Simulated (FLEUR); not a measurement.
# Anisotropy of free Ni(001) film, 4 layers with FLEUR

Wanted: anisotropy for free Ni(001) film, 4 layers, with the cost of each step.

Program: FLEUR MaX-R8.1. Level of theory: PBE; all-electron FLAPW film, Dirac cores, scalar-relativistic bands. Results are calculated unless marked as measured.

## (1) The structure

The cell holds 4 atoms: 4 Ni. Cell: a = 2.492 Å, b = 2.492 Å, c = 19.286 Å, α = 90.0°, β = 90.0°, γ = 90.0°. Layers at typed spacings, unrelaxed. Vacuum lies along c.

Structure file:

```xyz
4
Lattice="2.4917 0.0000 0.0000 0.0000 2.4917 0.0000 0.0000 0.0000 19.2857" Properties=species:S:1:pos:R:3
Ni    0.0000    0.0000    7.0000
Ni    1.2458    1.2458    8.7619
Ni    0.0000    0.0000   10.5238
Ni    1.2458    1.2458   12.2857
```

## (2) Self-consistent state

The force theorems are single passes in this state's potential, so it has to be converged first.

No symmetry is used, so that later steps may turn the spins freely; k and −k are joined. FLEUR takes the sheet as a true film: the images along c are dropped, heights are typed in bohr, and the vacuum on both sides is semi-infinite. inpgen writes inp.xml from crystal.txt; cutoffs, mixing, functional, smearing and local orbitals are then set in the file. The k list scf (kpts.xml, not shown) is a Γ-centred 12×12×1 mesh; where the ranks do not divide the number of points, some are split in two of half the weight.

Contents of inp.xml:

```
<?xml version="1.0" encoding="UTF-8" standalone="no"?>
<fleurInput fleurInputVersion="0.39">
   <comment>
      Ni
   </comment>
   <calculationSetup>
      <cutoffs Kmax="3.66" Gmax="11.0" GmaxXC="11.0" numbands="0"/>
      <scfLoop itmax="150" minDistance="0.00002" maxIterBroyd="15" imix="Anderson" alpha="0.03" precondParam="0.0" spinf="2.0" sdNocoIR="T"/>
      <coreElectrons ctail="F" frcor="F" kcrel="0" coretail_lmax="0"/>
      <xcFunctional name="pbe" relativisticCorrections="F"/>
      <magnetism jspins="2" l_noco="F" l_ss="F">
         <qss>0.0 0.0 0.0</qss>
         <mtNocoParams l_mperp="F" l_mtNocoPot="F" l_relaxSQA="F" mag_mixing_scheme="0" mix_RelaxWeightOffD="1.0" l_constrained="F" mix_constr="1.0"/>
         <sourceFreeMag l_sourceFree="F" l_scaleMag="F" mag_scale="1.0"/>
      </magnetism>
      <soc l_soc="F" theta="0.0" phi="0.0" spav="F"/>
      <expertModes spex="0" secvar="F"/>
      <geometryOptimization l_f="F" forcealpha="1.0" forcemix="BFGS" epsdisp="0.00001" epsforce="0.00001"/>
      <ldaU l_linMix="F" mixParam="0.05" spinf="1.0"/>
   </calculationSetup>
   <cell>
      <bzIntegration valenceElectrons="72.0" mode="hist" fermiSmearingEnergy="0.00183747">
         <kPointListSelection listName="scf"/>
         <xi:include xmlns:xi="http://www.w3.org/2001/XInclude" href="kpts.xml"> </xi:include>
      </bzIntegration>
      <xi:include xmlns:xi="http://www.w3.org/2001/XInclude" href="sym.xml"> </xi:include>
      <filmLattice scale="1.0" dVac="15.27" dTilda="17.77">
         <bravaisMatrixFilm>
            <row-1>    4.7086305846658192     0.0000000000000000</row-1>
            <row-2>    0.0000000000000000     4.7086305846658192</row-2>
         </bravaisMatrixFilm>
         <vacuumEnergyParameters vacuum="1" spinUp="-.25" spinDown="-.25"/>
         <vacuumEnergyParameters vacuum="2" spinUp="-.25" spinDown="-.25"/>
      </filmLattice>
   </cell>
   <atomSpecies>
      <species name="Nickel (Ni1.000" element="Ni" atomicNumber="28">
         <mtSphere radius="2.24" gridPoints="741" logIncrement="0.016"/>
         <atomicCutoffs lmax="8" lnonsphr="6"/>
         <electronConfig flipSpins="F">
            <coreConfig>(1s1/2) (2s1/2) (2p1/2) (2p3/2)</coreConfig>
            <valenceConfig>(3s1/2) (3p1/2) (3p3/2) (4s1/2) (3d3/2) (3d5/2)</valenceConfig>
            <stateOccupation state="(3d3/2)" spinUp="1.6" spinDown="1.6"/>
            <stateOccupation state="(3d5/2)" spinUp="2.9" spinDown="1.9"/>
         </electronConfig>
         <energyParameters s="4" p="4" d="3" f="4"/>
         <lo type="SCLO" l="0" n="3" eDeriv="0"/>
         <lo type="SCLO" l="1" n="3" eDeriv="0"/>
      </species>
   </atomSpecies>
   <atomGroups>
      <atomGroup species="Nickel (Ni1.000">
         <filmPos label="                   1">.0000000000 .0000000000 -4.9942711372</filmPos>
         <force calculate="T" relaxXYZ="TTT"/>
         <nocoParams  alpha="0.0" beta="0.0"/>
      </atomGroup>
      <atomGroup species="Nickel (Ni1.000">
         <filmPos label="                   2">1.000/2.000 1.000/2.000 -1.6647570458</filmPos>
         <force calculate="T" relaxXYZ="TTT"/>
         <nocoParams  alpha="0.0" beta="0.0"/>
      </atomGroup>
      <atomGroup species="Nickel (Ni1.000">
         <filmPos label="                   3">.0000000000 .0000000000 1.6647570458</filmPos>
         <force calculate="T" relaxXYZ="TTT"/>
         <nocoParams  alpha="0.0" beta="0.0"/>
      </atomGroup>
      <atomGroup species="Nickel (Ni1.000">
         <filmPos label="                   4">1.000/2.000 1.000/2.000 4.9942711372</filmPos>
         <force calculate="T" relaxXYZ="TTT"/>
         <nocoParams  alpha="0.0" beta="0.0"/>
      </atomGroup>
   </atomGroups>
   <output dos="F" band="F" slice="F">
      <bandDOS minEnergy="-.5*Htr" maxEnergy="0.5*Htr" sigma="0.015" storeEVData="T"/>
      <plotting iplot="0" polar="F">
         <plot TwoD="T" vec1="  1.0  0.0  0.0" vec2="  0.0  1.0  0.0" vec3="  0.0  0.0  1.0" zero="  0.0  0.0 -0.5" file="plot"/>
      </plotting>
      <moessbauerParams electricFieldGradient="F" isomerShift="F" coreHyperfine="F" valenceHyperfine="F"/>
   </output>
</fleurInput>
```

Contents of crystal.txt:

```
Ni
&input film=T cartesian=F /
2.49170000000  0.00000000000  0.00000000000
0.00000000000  2.49170000000  0.00000000000
0.00000000000  0.00000000000  1.00000000000
1.8897261246
1.0 1.0 1.0

4
28 0.00000000000  0.00000000000  -4.99427113724 : 1.000
28 0.50000000000  0.50000000000  -1.66475704575 : 1.000
28 0.00000000000  0.00000000000  1.66475704575 : 1.000
28 0.50000000000  0.50000000000  4.99427113724 : 1.000

&kpt div1=12 div2=12 div3=1 gamma=T /
```

Run with:

```console
> OMP_NUM_THREADS=1 inpgen -f crystal.txt -nosym -noco > inpgen.log  # inp.xml is then edited as shown
> OMP_NUM_THREADS=1 mpirun -n 4 fleur_MPI > fleur.log
```

The program printed:

```text
Welcome to FLEUR        (www.flapw.de)
      MaX-Release 8.1          (www.max-centre.eu)

 ========== k-point set info ==========
 Selected k-point list: scf
 k-point list type: mesh
 0 x 0 x 0
 Number of k points: 76

 ------------Calculation Setup---------------------------
 Number of MPI-tasks      :            4
 Number of PE/node        :            4
 Number of OMP-threads    :            1
 k-points in parallel     :            4
 pe's per k-point         :            1
 No of k-point loops      :           19
 Eigenvalue solver        :       lapack
 Number of basis functions:          360
 Approximate size of matrices (H+S) per k-point:         0.004 GB
 --------------------------------------------------------
 Iteration:     1   Distance:      28.92954977 me/bohr^3
 Iteration:     2   Distance:      19.00306774 me/bohr^3
 Iteration:     3   Distance:      16.34112223 me/bohr^3
 Iteration:     4   Distance:       8.28105407 me/bohr^3
 Iteration:     5   Distance:       7.22288854 me/bohr^3
 Iteration:     6   Distance:       6.01302155 me/bohr^3
 Iteration:     7   Distance:       7.84969958 me/bohr^3
 Iteration:     8   Distance:       3.39857794 me/bohr^3
 Iteration:     9   Distance:       2.52790839 me/bohr^3
 Iteration:    10   Distance:       2.38638920 me/bohr^3
[... 23 iterations left out ...]
 Iteration:    34   Distance:       0.00115435 me/bohr^3
 Iteration:    35   Distance:       0.00098824 me/bohr^3
 Iteration:    36   Distance:       0.00046060 me/bohr^3
 Iteration:    37   Distance:       0.00033612 me/bohr^3
 Iteration:    38   Distance:       0.00029763 me/bohr^3
 Iteration:    39   Distance:       0.00014051 me/bohr^3
 Iteration:    40   Distance:       0.00007087 me/bohr^3
 Iteration:    41   Distance:       0.00009312 me/bohr^3
 Iteration:    42   Distance:       0.00009464 me/bohr^3
 Iteration:    43   Distance:       0.00000953 me/bohr^3

 ********************************************************************
 Run finished successfully
 Stop message:
   all done
 ********************************************************************

--- out.xml (last complete iteration) ---
<iteration numberForCurrentRun="   43" overallNumber="   43">
         [... left out ...]
         <bandgap value="0.0000000002" units="eV"/>
         <sumValenceSingleParticleEnergies value="-102.1944800434" units="Htr"/>
         <FermiEnergy value="-0.1795180008" units="Htr"/>
         <valenceDensity>
            <mtCharges spin="1">
               <mtCharge atomType="1" total="8.8023032" s="1.1947101" p="3.1161939" d="4.4816486" f="0.0073616"/>
               <mtCharge atomType="2" total="8.8362314" s="1.2016426" p="3.1741691" d="4.4452158" f="0.0116309"/>
               <mtCharge atomType="3" total="8.8362314" s="1.2016426" p="3.1741691" d="4.4452158" f="0.0116309"/>
               <mtCharge atomType="4" total="8.8023032" s="1.1947101" p="3.1161939" d="4.4816486" f="0.0073616"/>
            </mtCharges>
            <mtCharges spin="2">
               <mtCharge atomType="1" total="8.0439679" s="1.1954726" p="3.1299509" d="3.7085825" f="0.0076187"/>
               <mtCharge atomType="2" total="8.1416717" s="1.2065630" p="3.1928151" d="3.7263282" f="0.0124313"/>
               <mtCharge atomType="3" total="8.1416717" s="1.2065630" p="3.1928152" d="3.7263282" f="0.0124313"/>
               <mtCharge atomType="4" total="8.0439676" s="1.1954726" p="3.1299509" d="3.7085822" f="0.0076187"/>
            </mtCharges>
            <spinDependentCharge spin="1" total="37.3769905" interstitial="2.0100878" mtSpheres="35.2770692" vacuum1="0.0449168" vacuum2="0.0449168"/>
            <spinDependentCharge spin="2" total="34.6230097" interstitial="2.1504330" mtSpheres="32.3712789" vacuum1="0.0506489" vacuum2="0.0506489"/>
            <totalCharge value="72.0000002437"/>
         </valenceDensity>
         [... left out ...]
         <allElectronCharges>
            <spinDependentCharge spin="1" total="57.3769905" interstitial="2.0100878" mtSpheres="55.2770692" vacuum1="0.0449168" vacuum2="0.0449168"/>
            <spinDependentCharge spin="2" total="54.6230097" interstitial="2.1504330" mtSpheres="52.3712789" vacuum1="0.0506489" vacuum2="0.0506489"/>
            <totalCharge value="112.0000002452"/>
         </allElectronCharges>
         <magneticMomentsInMTSpheres units="muBohr">
            <globalMagMoment atomType="1" vec="0.00000   0.00000   0.75834"/>
            <localMagMoment atomType="1" vec="0.00000   0.00000   0.75834"/>
            <globalMagMoment atomType="2" vec="0.00000   0.00000   0.69456"/>
            <localMagMoment atomType="2" vec="0.00000   0.00000   0.69456"/>
            <globalMagMoment atomType="3" vec="0.00000   0.00000   0.69456"/>
            <localMagMoment atomType="3" vec="0.00000   0.00000   0.69456"/>
            <globalMagMoment atomType="4" vec="0.00000   0.00000   0.75834"/>
            <localMagMoment atomType="4" vec="0.00000   0.00000   0.75834"/>
         </magneticMomentsInMTSpheres>
         <moessbauerParams unitsHFF="kG" unitsIS="e/bohr^3" unitsEFG="Htr/bohr^2">
         </moessbauerParams>
         <totalEnergy value="    -6083.2573721683" units="Htr">
            <sumOfEigenvalues value="    -3544.8658950453">
               <coreElectrons value="-3442.6714150018"/>
               <valenceElectrons value="-102.1944800434"/>
            </sumOfEigenvalues>
            <densityCoulombPotentialIntegral value="-9394.6088863135"/>
            <densityEffectivePotentialIntegral value="-9724.9528309548"/>
            <chargeDenXCDenIntegral value="-254.2991603196"/>
            <FockExchangeEnergyValence value="0.0000000000"/>
            <FockExchangeEnergyCore value="0.0000000000"/>
            <atomTypeDependentContributions atomType="1">
               <electronNucleiInteractionDifferentMTs value="1823.3605318569"/>
               <MadelungTerm value="-4.6580418461"/>
            </atomTypeDependentContributions>
            <atomTypeDependentContributions atomType="2">
               <electronNucleiInteractionDifferentMTs value="1824.1579476428"/>
               <MadelungTerm value="-3.6938307521"/>
            </atomTypeDependentContributions>
            <atomTypeDependentContributions atomType="3">
               <electronNucleiInteractionDifferentMTs value="1824.1579478769"/>
               <MadelungTerm value="-3.6938306533"/>
            </atomTypeDependentContributions>
            <atomTypeDependentContributions atomType="4">
               <electronNucleiInteractionDifferentMTs value="1823.3605322146"/>
               <MadelungTerm value="-4.6580417587"/>
            </atomTypeDependentContributions>
            <tkbTimesEntropy value="0.0023616721"/>
            <freeEnergy value="-6083.2597338404"/>
            <extrapolationTo0K value="-6083.2585530043"/>
         </totalEnergy>
         <densityConvergence units="me/bohr^3">
            <chargeDensity spin="1" distance="0.0000048003"/>
            <chargeDensity spin="2" distance="0.0000077926"/>
            <overallChargeDensity distance="0.0000087557"/>
            <spinDensity distance="0.0000095326"/>
         </densityConvergence>
      </iteration>
```

It took 4.2 min on 4 MPI ranks of Arm Neoverse V1, shared host; peak memory 0.85 GiB.

Spin moment in the muffin-tin sphere by atom:

```csv
atom,spin moment in the muffin-tin sphere (μB)
Ni1,0.758
Ni2,0.695
Ni3,0.695
Ni4,0.758
```

This step gave:

| Item | Value |
| --- | --- |
| free energy | -165533.9303 eV |
| program's band gap on this mesh (in a metal only a level spacing) | 2.00e-10 eV |
| magnetization | 2.754 μB |
| final state | ferromagnetic |

After 43 cycles the largest moment stands at 0.758 μB.

## (3) Anisotropy by the force theorem, rung 1

Anisotropy is a small difference, so it is taken from sums over occupied states at a frozen potential, where most errors cancel.

One pass with spin–orbit coupling for each direction, from the saved density. Inversion lets half of the mesh serve, which the program's warning doesn't know. The k list mae (kpts.xml, not shown) is a Γ-centred 20×20×1 mesh.

inp.xml, as its differences from that of step 2:

```diff
@@ -6,4 +6,4 @@
    <calculationSetup>
-      <cutoffs Kmax="3.66" Gmax="11.0" GmaxXC="11.0" numbands="0"/>
-      <scfLoop itmax="150" minDistance="0.00002" maxIterBroyd="15" imix="Anderson" alpha="0.03" precondParam="0.0" spinf="2.0" sdNocoIR="T"/>
+      <cutoffs Kmax="3.66" Gmax="11.0" GmaxXC="11.0" numbands="136"/>
+      <scfLoop itmax="1" minDistance="0.00002" maxIterBroyd="15" imix="Anderson" alpha="0.03" precondParam="0.0" spinf="2.0" sdNocoIR="T"/>
       <coreElectrons ctail="F" frcor="F" kcrel="0" coretail_lmax="0"/>
@@ -15,3 +15,3 @@
       </magnetism>
-      <soc l_soc="F" theta="0.0" phi="0.0" spav="F"/>
+      <soc l_soc="T" theta="0.0" phi="0.0" spav="F"/>
       <expertModes spex="0" secvar="F"/>
@@ -22,3 +22,3 @@
       <bzIntegration valenceElectrons="72.0" mode="hist" fermiSmearingEnergy="0.00183747">
-         <kPointListSelection listName="scf"/>
+         <kPointListSelection listName="mae"/>
          <xi:include xmlns:xi="http://www.w3.org/2001/XInclude" href="kpts.xml"> </xi:include>
@@ -79,2 +79,5 @@
    </output>
+   <forceTheorem>
+      <MAE theta="0.0 1.5707963 1.5707963" phi="0.0 0.0 1.5707963"/>
+   </forceTheorem>
 </fleurInput>
```

Run with:

```console
> OMP_NUM_THREADS=1 mpirun -n 4 fleur_MPI -warn_only > fleur.log
```

The program printed:

```text
[banner, memory and clock lines left out]
Welcome to FLEUR        (www.flapw.de)
      MaX-Release 8.1          (www.max-centre.eu)
************FLEUR-Warning*****************
Error message: k-point set is not compatible to missing time-reversal symmetry in calculation.
Error occurred in subroutine: gen_bz
Error from PE:0/4
*****************************************

 ========== k-point set info ==========
 Selected k-point list: mae
 k-point list type: mesh
 0 x 0 x 0
 Number of k points: 204

 [... set-up left out ...]
 ********************************************************************
 Run finished successfully
 Stop message:
   Forcetheorem MAE
 ********************************************************************

--- out.xml (force theorem) ---
<Forcetheorem_MAE Angles="3" units="Htr">
            <Angle theta="0.0000000" phi="0.0000000" ev-sum="-102.198294369"/>
            <Angle theta="1.5707963" phi="0.0000000" ev-sum="-102.198325480"/>
            <Angle theta="1.5707963" phi="1.5707963" ev-sum="-102.198325480"/>
         </Forcetheorem_MAE>
```

The job ended after 75 s (4 MPI ranks; peak memory 1.1 GiB; 5 min of CPU time).

Anisotropy energies, by row:

```csv
axis,x,y,z,band energy less the first axis' (meV a cell)
z,0,0,1,0
x,1,0,0,-0.8466
y,0,1,0,-0.8466
```

Shape anisotropy is not in these numbers.

## (4) Energy against the direction of the moments, rung 2

A second rung shows how far the first can be trusted.

The k list mae (kpts.xml, not shown) is a Γ-centred 30×30×1 mesh.

inp.xml is that of step 3.

The program printed:

```text
[banner, memory and clock lines left out]
Welcome to FLEUR        (www.flapw.de)
      MaX-Release 8.1          (www.max-centre.eu)
************FLEUR-Warning*****************
Error message: k-point set is not compatible to missing time-reversal symmetry in calculation.
Error occurred in subroutine: gen_bz
Error from PE:0/4
Other PEs with error messages:
     2-k-point set is not compatible to missing time-reversal symmetry in calculation.
*****************************************
************FLEUR-Warning*****************
[...]
========== k-point set info ==========
 Selected k-point list: mae
 k-point list type: mesh
 0 x 0 x 0
 Number of k points: 452

 [... set-up left out ...]
 ********************************************************************
 Run finished successfully
 Stop message:
   Forcetheorem MAE
 ********************************************************************

--- out.xml (force theorem) ---
<Forcetheorem_MAE Angles="3" units="Htr">
            <Angle theta="0.0000000" phi="0.0000000" ev-sum="-102.198244400"/>
            <Angle theta="1.5707963" phi="0.0000000" ev-sum="-102.198279031"/>
            <Angle theta="1.5707963" phi="1.5707963" ev-sum="-102.198279031"/>
         </Forcetheorem_MAE>
```

Elapsed: 2.8 min, on 4 MPI ranks; peak memory 1.8 GiB.

Anisotropy energies, by row:

```csv
axis,x,y,z,band energy less the first axis' (meV a cell)
z,0,0,1,0
x,1,0,0,-0.9424
y,0,1,0,-0.9424
```

[end of part 1 of 2]

[Logs and program files are shortened in this print: banners, set-up blocks, solver, clock and traceback lines can be left out without a mark of their own.]

[Logs are printed without paths, hosts, clocks, repeated set-up lines and the standing remarks that a program may print on its own settings, such as how far it seeks lower states.]

[Hosts, paths, dates, database ids (printed as entryN), source tags and the programs' standing remarks are cut or masked in the printed files.]

[Where a cell is said to come from a database of computed structures, the database is the Materials Project.]
